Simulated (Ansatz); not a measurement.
**Moving the knobs of a GW run on LaGaO3 (R-3c)**

Aim: change settings of a G0W0 run on LaGaO3 (R-3c) and see what moves.

Calculated with Ansatz 0.2.0; G0W0 on LDA, plane waves, PAW.

### 1. Set-up

Symmetry: R-3c, No. 167, trigonal system. Conventional cell: a = 5.543 Å, b = 5.543 Å, c = 13.433 Å, α = 90.00°, β = 90.00°, γ = 120.00°. Nearest to La lie 12 O at 2.47 to 3.08 Å. Ga has 6 O at 1.98 Å nearest. Nearest to O lie 2 Ga at 1.98 Å and 4 La at 2.47 to 3.08 Å. Farther neighbours and most contacts between anions are not listed.

As a file:

```cif
data_structure
_symmetry_space_group_name_H-M 'P 1'
_symmetry_Int_Tables_number 1
_cell_length_a 5.5036
_cell_length_b 5.5036
_cell_length_c 5.5036
_cell_angle_alpha 60.472
_cell_angle_beta 60.472
_cell_angle_gamma 60.472
_cell_volume 119.14
loop_
_atom_site_label
_atom_site_type_symbol
_atom_site_fract_x
_atom_site_fract_y
_atom_site_fract_z
_atom_site_occupancy
La1 La 0.25000 0.25000 0.25000 1
La2 La 0.75000 0.75000 0.75000 1
Ga3 Ga 0.00000 0.00000 0.00000 1
Ga4 Ga 0.50000 0.50000 0.50000 1
O5 O 0.80480 0.69520 0.25000 1
O6 O 0.25000 0.80480 0.69520 1
O7 O 0.69520 0.25000 0.80480 1
O8 O 0.19520 0.30480 0.75000 1
O9 O 0.75000 0.19520 0.30480 1
O10 O 0.30480 0.75000 0.19520 1
```

The cell and positions come from the Crystallography Open Database and are kept as given unless a step says otherwise. Spin-orbit coupling is left out unless a step names it. The default PAW set here is soft_2. Its files were made with PBE.

### 2. The base run: 2×2×2 mesh, 303 empty bands, screening to 108 eV

G0W0 replaces the xc potential by the self-energy, built once from these orbitals. Only a window of levels is corrected, while the sums run over the empty bands that the input names.

The input, input.yaml:

```yaml
crystal:
  lattice:
    - [2.77145, 1.6000974035, 4.4776]
    - [-2.77145, 1.6000974035, 4.4776]
    - [0.0, -3.2001948071, 4.4776]
  atoms:
    - { symbol: La, position: [0.25, 0.25, 0.25] }
    - { symbol: La, position: [0.75, 0.75, 0.75] }
    - { symbol: Ga, position: [0.0, 0.0, 0.0] }
    - { symbol: Ga, position: [0.5, 0.5, 0.5] }
    - { symbol: O, position: [0.8048, 0.6952, 0.25] }
    - { symbol: O, position: [0.25, 0.8048, 0.6952] }
    - { symbol: O, position: [0.6952, 0.25, 0.8048] }
    - { symbol: O, position: [0.1952, 0.3048, 0.75] }
    - { symbol: O, position: [0.75, 0.1952, 0.3048] }
    - { symbol: O, position: [0.3048, 0.75, 0.1952] }
kpoints:
  mp_grid: { grid: [2, 2, 2] }
hamiltonian:
  xc: lda
scf:
  occupations: { method: fixed }
gw:
  n_empty_bands: 303
  ecut_chi: 108
  qp_bands: [v3, c3]
  qp_kpoints: band_edges
  screening: { model: contour_deformation }
```

On the command line:

```console
ansatz run input.yaml --threads 3 --pin off --max-ram 92160MiB --backend cuda --events-out ev --progress --plain --runs-dir out --devices 1 --max-vram 13GiB
```

Numbers of over 12 decimals in the logs are rounded to 6 here.

Log:

```text
GPUs: using 1 of 1 available (devices: 1).
Engine: ansatz 0.2.0, x86_64-unknown-linux-gnu
Pseudopotentials: kind: paw
Pseudopotential: La, paw, valence charge 11, recommended cutoff 420 eV (normal), La.paw.azcp
Pseudopotential: Ga, paw, valence charge 13, recommended cutoff 420 eV (normal), Ga.paw.azcp
Pseudopotential: O, paw, valence charge 6, recommended cutoff 420 eV (normal), O.paw.azcp
Functional definition: SPW92
  exchange = slater_x
  correlation = pw_c
concurrent solve slots: 2 of 3 are kept, ahead of what memory takes: no pass of the eigensolver takes more rounds on 2
device memory: the entry about to start is reckoned to put 1.9 GiB on a device that reports 20.6 GiB free (of which the cap on the GPU budget leaves the run 13.0 GiB)
GPU FFT provider: cuFFT
GPU libraries: cuBLAS 13.8.2, cuFFT 12.4.0, cuSOLVER 12.3.4
Crystal: 10 atoms, lattice volume = 119.138 Å³
Basis set: ecut = 420 eV, 2319 PW (Γ)
Bands: 52, of which v1, the nominal top of the filled ones, is band 42 counted from 1 (41 counted from 0)
Symmetry: 12 space group operations
Space group: R-3c (ITA 167), of the structure as read, at distance tolerance 4.9e-5 Å
k-points: 4 of 8
Non-local potential: La, projectors of the file, l = 0: 3, l = 1: 2, l = 2: 2, l = 3: 3
Non-local potential: Ga, projectors of the file, l = 0: 2, l = 1: 2, l = 2: 3, l = 3: 1
Non-local potential: O, projectors of the file, l = 0: 2, l = 1: 2, l = 2: 1
PAW form: soft (Blöchl's): semilocal exchange-correlation on the pseudo side does not see the compensation charge
PAW frozen core: La, regenerated for the run's functional, and the local potential with it (the file was generated under x = pbe(κ = 0.804, μ = 0.219515), c = pbe(β = 0.066725))
PAW frozen core: Ga, regenerated for the run's functional, and the local potential with it (the file was generated under x = pbe(κ = 0.804, μ = 0.219515), c = pbe(β = 0.066725))
PAW frozen core: O, regenerated for the run's functional, and the local potential with it (the file was generated under x = pbe(κ = 0.804, μ = 0.219515), c = pbe(β = 0.066725))
PAW one-centre angular grid: La, 590 points (default); XC on 64 Gauss nodes
PAW one-centre angular grid: Ga, 590 points (default); XC on 64 Gauss nodes
PAW one-centre angular grid: O, 110 points (default); XC on 64 Gauss nodes
Initial density: superposition of atomic densities (neutral atoms: chi_scale 0, normalization atom), corrected by the library's trained network
Initial wavefunctions: pseudopotential atomic-orbital guess
GPU buffer pool allocated for 64000 grid points (all kernels)
GPU transforms: local potential and band sums: pruned to the plane-wave sphere, on 40×40×40
Functional: x = slater, c = lda
[...]
Σ components = -22910.285930   (vs F -22910.285930, Δ=0.00e0)
--- Band table (eV) ---
  k-point 0: bands = [... 38 lower, 10.4865, 10.5788, 10.5788, 10.6240, 14.2460, 14.8616, 14.8616, 15.2186, ... 6 higher]
  k-point 1: bands = [... 38 lower, 10.3593, 10.3593, 10.6204, 10.6204, 15.1315, 15.1315, 15.1776, 15.1776, ... 6 higher]
  k-point 2: bands = [... 38 lower, 9.9154, 9.9736, 10.5151, 10.7714, 15.1217, 15.1331, 15.1486, 15.2697, ... 6 higher]
  k-point 3: bands = [... 38 lower, 10.2406, 10.2406, 10.2406, 10.2406, 15.2126, 15.2126, 15.2292, 15.2292, ... 6 higher]
--- G₀W₀: contour deformation, 6 samples at zero and on the imaginary axis and 1 off it, 8 q-points, 303 empty bands' worth ---
  eigenvalues of the whole cell's RPA ε∞ on this k-mesh (on a slab, of 1 + 4πα/V) = 5.6541, 5.7353, 5.7353; static W/v taken at q = 0 is 0.175191
  bands read: the sum over 345 bands ends inside a degenerate multiplet in 2 slots, whose members it reads at an even weight; the widest, k=3: bands 345 to 348 (counted from 1) at 1/4 each
  gw.qp_kpoints: band_edges: 4 of 4 stored k-points solved, in 1 pass; an edge of the gap read off the rows below is read off those points alone
  `?` marks the rows in doubt; gw_qp.tsv's column doubts and the gw_qp event give each row's grounds
    ik  band        ε_KS         Σx   Σc(E_QP)       V_xc       Z   E_QP_lin       E_QP  E_QP is
     0    40     10.5788   -28.1309     4.6503   -23.0896  0.7626    10.1860    10.1878  root
     0    41     10.5788   -28.1309     4.6503   -23.0896  0.7626    10.1860    10.1878  root
     0    42     10.6240   -26.2549     4.7550   -21.2015  0.7545    10.3245    10.3256  root
     0    43     14.2460   -13.6724    -4.1059   -19.1045  0.8112    15.5870    15.5721  root
     0    44     14.8616   -12.0075    -6.0386   -20.1949  0.7845    17.0963    17.0104  root
     0    45     14.8616   -12.0075    -6.0386   -20.1949  0.7845    17.0963    17.0104  root
     1    40     10.3593   -26.5386     4.7160   -21.4858  0.7558    10.0210    10.0224  root
     1    41     10.6204   -26.3155     4.7109   -21.2692  0.7566    10.2836    10.2850  root
[...]
1    43     15.1315   -18.8069    -9.5492   -32.0759  0.7274    19.4554    18.8512  root ?
     1    44     15.1315   -18.8069    -9.5492   -32.0759  0.7274    19.4554    18.8512  root ?
     1    45     15.1776   -19.0226    -9.7212   -32.5064  0.7240    19.5637    18.9403  root ?
[...]
2    42     10.7714   -26.2330     4.7167   -21.1896  0.7560    10.4434    10.4447  root
     2    43     15.1217   -19.5129   -10.0351   -33.4433  0.7208    19.6849    19.0169  root ?
     2    44     15.1331   -19.5258   -10.0001   -33.4114  0.7210    19.6834    19.0187  root ?
     2    45     15.1486   -19.4624    -9.9792   -33.3121  0.7210    19.6792    19.0191  root ?
     3    40     10.2406   -26.1000     4.6847   -21.0493  0.7559     9.8729     9.8746  root
     3    41     10.2406   -26.1000     4.6847   -21.0493  0.7559     9.8729     9.8746  root
     3    42     10.2406   -26.1000     4.6847   -21.0493  0.7559     9.8729     9.8746  root
     3    43     15.2126   -19.5628    -9.9629   -33.3764  0.7201    19.7208    19.0633  root ?
     3    44     15.2126   -19.5628    -9.9629   -33.3764  0.7201    19.7208    19.0633  root ?
     3    45     15.2292   -19.0186    -9.6784   -32.4235  0.7232    19.5770    18.9555  root ?
[key lines of the parts left out:]
SCF converged after 7 iterations
Free energy (F): -22910.285930 eV
Fermi energy:    10.771450 eV
```

Run time: 11 s. Hardware: 1 × NVIDIA H100 80GB HBM3 (shared by 6 runs) with 3 threads of AMD EPYC 7R13 (Zen 3), shared host; peak memory 1.2 GiB.

The column dr2 measures how far the density is from self-consistency, as an energy; F and HF (Harris–Foulkes) agree once it is small.

This step gave:

```yaml
bands_summed: 345
rpa_eps_infinity_on_this_mesh_eigenvalues: 5.654, 5.735, 5.735
plane_waves_in_the_screening_matrix: 313
q_points_in_the_mesh: 8
g0w0_gap_on_the_mesh: 5.127 eV
k_of_the_valence_top: 0, -0.5, -0.5
k_of_the_conduction_bottom: 0, 0, 0
starting_gap_on_the_mesh: 3.475 eV
z_at_the_valence_top: 0.7560
z_at_the_conduction_bottom: 0.8112
least_direct_g0w0_gap_on_the_computed_points: 5.246 eV
```

The gap on the mesh goes from 3.47 eV to 5.13 eV, a correction of +1.65 eV. Between the two edge states, bare exchange in place of the xc potential would open the gap by 10.48 eV, and correlation takes back 8.82 eV.

### 3. Variant: low screening cutoff

Edit input.yaml of step 2 so:

```diff
@@ -23,4 +23,4 @@
 gw:
-  n_empty_bands: 303
-  ecut_chi: 108
+  n_empty_bands: 355
+  ecut_chi: 40
   qp_bands: [v3, c3]
```

Log:

```text
GPUs: using 1 of 1 available (devices: 1).
[...]
GPU FFT provider: cuFFT
GPU libraries: cuBLAS 13.8.2, cuFFT 12.4.0, cuSOLVER 12.3.4
Crystal: 10 atoms, lattice volume = 119.138 Å³
Basis set: ecut = 420 eV, 2319 PW (Γ)
Bands: 52, of which v1, the nominal top of the filled ones, is band 42 counted from 1 (41 counted from 0)
[... 1 set-up line as in the run before ...]
[...]
k-points: 4 of 8
[...]
GPU buffer pool allocated for 64000 grid points (all kernels)
[...]
SCF iter   1: F=—  HF=-22910.364151 eV  |F-HF|=—  |Δ(HF+E_count)|=         —  Δρ=1.72e-2  dr2=3.13e-1  ethr=1.77e-3  ⟨swp⟩=3.8  Hψ=753  notcnv=0  defer=10
[...]
SCF iter   7: F=-22910.285930 eV  HF=-22910.285930 eV  |F-HF|=1.06e-9  |Δ(HF+E_count)|=   1.19e-8  Δρ=4.62e-6  dr2=1.82e-8  ethr=1.19e-10  ⟨swp⟩=10.0  Hψ=840  notcnv=0
SCF 1 converged in 7 iterations: F = -22910.285930 eV  dr2 = 1.82e-8
[...]
NSCF: frozen V_eff on 4 k-points
[...]
G₀W₀ screening: q 1/4
[... further progress lines ...]
[...]
SCF converged after 7 iterations
Free energy (F): -22910.285930 eV
[...]
Internal energy: -22910.285930 eV  (E = F + TS)
E sigma→0 (E₀):  -22910.285930 eV
Fermi energy:    10.771450 eV
[...]
--- Band table (eV) ---
  k-point 0: bands = [... 38 lower, 10.4865, 10.5788, 10.5788, 10.6240, 14.2460, 14.8616, 14.8616, 15.2186, ... 6 higher]
  k-point 1: bands = [... 38 lower, 10.3593, 10.3593, 10.6204, 10.6204, 15.1315, 15.1315, 15.1776, 15.1776, ... 6 higher]
[...]
0    43     14.2460   -13.6724    -4.1131   -19.1045  0.8208    15.5804    15.5649  root
     0    44     14.8616   -12.0075    -5.8107   -20.1949  0.7930    17.3448    17.2383  root ?
     0    45     14.8616   -12.0075    -5.8107   -20.1949  0.7930    17.3448    17.2383  root ?
     1    40     10.3593   -26.5386     4.7302   -21.4858  0.7685    10.0353    10.0367  root
     1    41     10.6204   -26.3155     4.7186   -21.2692  0.7697    10.2913    10.2927  root
     1    42     10.6204   -26.3155     4.7186   -21.2692  0.7697    10.2913    10.2927  root
     1    43     15.1315   -18.8069    -8.9877   -32.0759  0.7436    20.1374    19.4127  root ?
     1    44     15.1315   -18.8069    -8.9877   -32.0759  0.7436    20.1374    19.4127  root ?
     1    45     15.1776   -19.0226    -9.1779   -32.5064  0.7404    20.2581    19.4836  root ?
     2    40      9.9736   -25.4102     4.7652   -20.2850  0.7648     9.6118     9.6137  root
     2    41     10.5151   -28.5582     4.5853   -23.5339  0.7773    10.0738    10.0762  root
     2    42     10.7714   -26.2330     4.7178   -21.1896  0.7691    10.4444    10.4457  root
     2    43     15.1217   -19.5129    -9.4962   -33.4433  0.7377    20.4152    19.5558  root ?
     2    44     15.1331   -19.5258    -9.4577   -33.4114  0.7379    20.4143    19.5610  root ?
     2    45     15.1486   -19.4624    -9.4397   -33.3121  0.7379    20.4060    19.5587  root ?
     3    40     10.2406   -26.1000     4.7055   -21.0493  0.7681     9.8938     9.8954  root
     3    41     10.2406   -26.1000     4.7055   -21.0493  0.7681     9.8938     9.8954  root
     3    42     10.2406   -26.1000     4.7055   -21.0493  0.7681     9.8938     9.8954  root
     3    43     15.2126   -19.5628    -9.4307   -33.3764  0.7373    20.4461    19.5955  root ?
     3    44     15.2126   -19.5628    -9.4307   -33.3764  0.7373    20.4461    19.5955  root ?
     3    45     15.2292   -19.0186    -9.1341   -32.4235  0.7398    20.2666    19.4999  root ?
```

Run time: 12 s. Hardware: 1 × NVIDIA H100 80GB HBM3 (shared by 6 runs) with 3 threads; peak memory 1.2 GiB; 11 s of CPU time.

Against the base:

| setting | base | variant |
| --- | --- | --- |
| empty bands | 303 | 355 |
| screening cutoff (eV) | 108 | 40 |

| quantity | variant | base |
| --- | --- | --- |
| starting gap on the mesh | 3.475 | 3.475 |
| G0W0 gap on the mesh | 5.119 | 5.127 |
| least direct G0W0 gap on the computed points | 5.224 | 5.246 |
| Z at the valence top | 0.769 | 0.756 |
| Z at the conduction bottom | 0.821 | 0.811 |

### 4. Variant: plasmon pole at a typed frequency

Edit input.yaml of step 3 so:

```diff
@@ -23,6 +23,7 @@
 gw:
-  n_empty_bands: 355
-  ecut_chi: 40
+  n_empty_bands: 270
+  ecut_chi: 100
   qp_bands: [v3, c3]
   qp_kpoints: band_edges
-  screening: { model: contour_deformation }
+  screening: { model: godby_needs }
+  plasmon_pole_fit_frequency: 25
```

Log:

```text
GPUs: using 1 of 1 available (devices: 1).
[...]
GPU FFT provider: cuFFT
GPU libraries: cuBLAS 13.8.2, cuFFT 12.4.0, cuSOLVER 12.3.4
Crystal: 10 atoms, lattice volume = 119.138 Å³
Basis set: ecut = 420 eV, 2319 PW (Γ)
Bands: 52, of which v1, the nominal top of the filled ones, is band 42 counted from 1 (41 counted from 0)
[... 1 set-up line as in the run before ...]
[...]
k-points: 4 of 8
[...]
GPU buffer pool allocated for 64000 grid points (all kernels)
[...]
SCF iter   1: F=—  HF=-22910.364151 eV  |F-HF|=—  |Δ(HF+E_count)|=         —  Δρ=1.72e-2  dr2=3.13e-1  ethr=1.77e-3  ⟨swp⟩=3.8  Hψ=753  notcnv=0  defer=10
[...]
SCF iter   7: F=-22910.285930 eV  HF=-22910.285930 eV  |F-HF|=1.06e-9  |Δ(HF+E_count)|=   1.19e-8  Δρ=4.62e-6  dr2=1.82e-8  ethr=1.19e-10  ⟨swp⟩=10.0  Hψ=840  notcnv=0
SCF 1 converged in 7 iterations: F = -22910.285930 eV  dr2 = 1.82e-8
[...]
G₀W₀ screening: q 1/4
[... further progress lines ...]
[...]
SCF converged after 7 iterations
Free energy (F): -22910.285930 eV
[...]
Internal energy: -22910.285930 eV  (E = F + TS)
E sigma→0 (E₀):  -22910.285930 eV
Fermi energy:    10.771450 eV
[...]
--- Band table (eV) ---
  k-point 0: bands = [... 38 lower, 10.4865, 10.5788, 10.5788, 10.6240, 14.2460, 14.8616, 14.8616, 15.2186, ... 6 higher]
  k-point 1: bands = [... 38 lower, 10.3593, 10.3593, 10.6204, 10.6204, 15.1315, 15.1315, 15.1776, 15.1776, ... 6 higher]
[...]
0    40     10.5788   -28.1309     4.7239   -23.0896  0.7806    10.2608    10.2615  root
     0    41     10.5788   -28.1309     4.7239   -23.0896  0.7806    10.2608    10.2615  root
     0    42     10.6240   -26.2549     4.8414   -21.2015  0.7740    10.4118    10.4120  root
     0    43     14.2460   -13.6724    -3.9955   -19.1045  0.8233    15.6906    15.6826  root
     0    44     14.8616   -12.0075    -5.8740   -20.1949  0.8200    17.2085    17.1749  root
     0    45     14.8616   -12.0075    -5.8740   -20.1949  0.8200    17.2085    17.1749  root
     1    40     10.3593   -26.5386     4.7947   -21.4858  0.7757    10.1008    10.1012  root
     1    41     10.6204   -26.3155     4.7953   -21.2692  0.7760    10.3690    10.3694  root
[...]
1    43     15.1315   -18.8069    -8.6847   -32.0759  0.7933    19.8822    19.7158  root ?
     1    44     15.1315   -18.8069    -8.6847   -32.0759  0.7933    19.8822    19.7158  root ?
     1    45     15.1776   -19.0226    -8.7913   -32.5064  0.7919    20.0152    19.8702  root ?
[...]
2    42     10.7714   -26.2330     4.7985   -21.1896  0.7753    10.5260    10.5264  root
     2    43     15.1217   -19.5129    -9.0527   -33.4433  0.7901    20.1604    19.9993  root ?
     2    44     15.1331   -19.5258    -9.0117   -33.4114  0.7902    20.1591    20.0070  root ?
     2    45     15.1486   -19.4624    -9.0043   -33.3121  0.7903    20.1537    19.9941  root ?
     3    40     10.2406   -26.1000     4.7601   -21.0493  0.7766     9.9495     9.9501  root
     3    41     10.2406   -26.1000     4.7601   -21.0493  0.7766     9.9495     9.9501  root
     3    42     10.2406   -26.1000     4.7601   -21.0493  0.7766     9.9495     9.9501  root
     3    43     15.2126   -19.5628    -8.9683   -33.3764  0.7897    20.2056    20.0579  root ?
     3    44     15.2126   -19.5628    -8.9683   -33.3764  0.7897    20.2056    20.0579  root ?
     3    45     15.2292   -19.0186    -8.7785   -32.4235  0.7915    20.0312    19.8555  root ?
```

Run time: 12 s. Hardware: 1 × NVIDIA H100 80GB HBM3 (shared by 6 runs) with 3 threads; peak memory 1.2 GiB; 11 s of CPU time.

The G0W0 gap on the mesh is 5.156 eV.

Against the base:

| setting | base | variant |
| --- | --- | --- |
| empty bands | 303 | 270 |
| screening cutoff (eV) | 108 | 100 |
| frequency model | contour deformation | plasmon pole |
| plasmon pole fit frequency | - | 25 |

| quantity | variant | base |
| --- | --- | --- |
| starting gap on the mesh | 3.475 | 3.475 |
| G0W0 gap on the mesh | 5.156 | 5.127 |
| least direct G0W0 gap on the computed points | 5.271 | 5.246 |
| Z at the valence top | 0.775 | 0.756 |
| Z at the conduction bottom | 0.823 | 0.811 |

### 5. Results

```json
{
 "base": "5.13 eV, 11 s",
 "low screening cutoff": "5.12 eV, 12 s",
 "plasmon pole at a typed frequency": "5.16 eV, 12 s"
}
```

**Reading.** Low screening cutoff: the gap moves by −0.01 eV; such settings are too crude to quote. The variant differs from the base in empty bands and screening cutoff together, so the change can't be laid to one of them. Plasmon pole at a typed frequency: the gap moves by +0.03 eV. The variant differs from the base in empty bands, screening cutoff, frequency model and plasmon pole fit frequency together, so the change can't be laid to one of them. All runs here use a coarse mesh and modest cutoffs; they test settings and are not final values. The 2×2×2 mesh is coarse for this cell (its supercell is 11 Å along the shortest edge). The RPA ε∞ on it, from the LDA start, is 5.65 and 5.74; such meshes misread the long-range screening, most where the gap is narrow. Empty 4f levels lie among the conduction bands. Their place in the start is unsure; it enters the screening, and the edge itself where they lie low. The many-body steps are scalar-relativistic: spin-orbit coupling is not in them.

[Paths, hosts, dates, memory and timing lines, banners, echoed tables and standing remarks are left out of the program output.]

[Logs are printed without paths, hosts, clocks, repeated set-up lines and the standing remarks that a program may print on its own settings, such as how far it seeks lower states.]

[Runs of the session that timed out or met a known fault of the program may be left out.]

[Cells called generated may have been cut or substituted from an entry of the Crystallography Open Database or the Materials Project.]

[Hosts, paths, dates, database ids (printed as entryN), source tags and the programs' standing remarks are cut or masked in the printed files.]
